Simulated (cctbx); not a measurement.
# Reading a Patterson map

Space group P-3m1 (no. 164), a = 4.3160 Å, b = 4.3160 Å, c = 6.8380 Å, α = 90.00°, β = 90.00°, γ = 120.00°, content Cd3 Nb2.

The data are simulated with cctbx, not measured: Mo Kα, λ = 0.71073 Å, to d = 0.7 Å, 95 % of the full sphere, strongest reflection 20000 counts, noise from counting, a 2 % proportional error and a noise floor of 8 counts (s.d.); no absorption.

Patterson synthesis from sharpened amplitudes, origin scaled to 1000:

```text
Patterson group P -3 m 1
      u       v       w   height  length (A)
  0.000   0.000   0.000   1000.0     0.00
  0.333   0.667   0.633    427.0     3.54
  0.333   0.667   0.253    368.9     3.03
  0.000   0.000   0.382    364.0     2.61
  0.333   0.667   0.114    351.7     2.61
  0.333   0.667   0.739    191.1     3.06
  0.333   0.667   0.494    156.1     4.20
  0.000   0.244   0.000     58.2     1.05
  0.000   0.000   0.155     44.5     1.06
  0.214   0.427   0.055     44.1     1.64
  0.078   0.155   0.878     42.1     1.02
  0.088   0.544   0.690     41.1     3.04
  0.117   0.234   0.067     39.9     0.99
  0.127   0.255   0.578     39.2     3.04
```

Q: Assign the vectors.

A peak at u stands for all pairs with xi − xj = u, with weight Σ ZiZj against Σ Z² = 10274 at the origin. Peak heights follow these weights only roughly, since form factors, motion and series ripples differ, all vectors within 0.55 Å of a peak are counted as merged into it though the farther ones add only part of their weight, and F(000) is left out, which lowers the whole map:

| u | v | w | shortest length (Å) | height | 1000 ΣZiZj/ΣZ² | pairs in the cell |
| --- | --- | --- | --- | --- | --- | --- |
| 0.333 | 0.667 | 0.633 | 3.53 | 427 | 449 | 2 × Cd–Cd |
| 0.333 | 0.667 | 0.253 | 3.03 | 369 | 383 | 2 × Cd–Nb |
| 0.000 | 0.000 | 0.382 | 2.61 | 364 | 383 | 2 × Cd–Nb |
| 0.333 | 0.667 | 0.114 | 2.61 | 352 | 383 | 2 × Cd–Nb |
| 0.333 | 0.667 | 0.739 | 3.06 | 191 | 224 | 1 × Cd–Cd |
| 0.333 | 0.667 | 0.494 | 4.20 | 156 | 164 | 1 × Nb–Nb |
| 0.000 | 0.244 | 0.000 | 1.05 | 58 | 0 | none within 0.55 Å |

The table stops at ten peaks or at a height of 45, below which ripples compete. In the model behind the data Cd, the heaviest element, has 2 independent sites: (0, 0, 0) and (2/3, 1/3, 0.3675), up to an allowed shift of origin; the Cd–Cd vectors are differences of these positions and their symmetry mates. Elements of similar Z can't be told apart from the map alone. The whole model:

| atom | mult. | x | y | z | Ueq (Å²) |
| --- | --- | --- | --- | --- | --- |
| Cd1 | 1 | 0 | 0 | 0 | 0.0046 |
| Cd2 | 2 | 2/3 | 1/3 | 0.3675 | 0.0049 |
| Nb1 | 2 | 2/3 | 1/3 | 0.7511 | 0.0030 |

This is a model crystal, built by substitution and not relaxed, with assumed displacement parameters.

[Logs are printed without paths, hosts, clocks, repeated set-up lines and the standing remarks that a program may print on its own settings, such as how far it seeks lower states.]
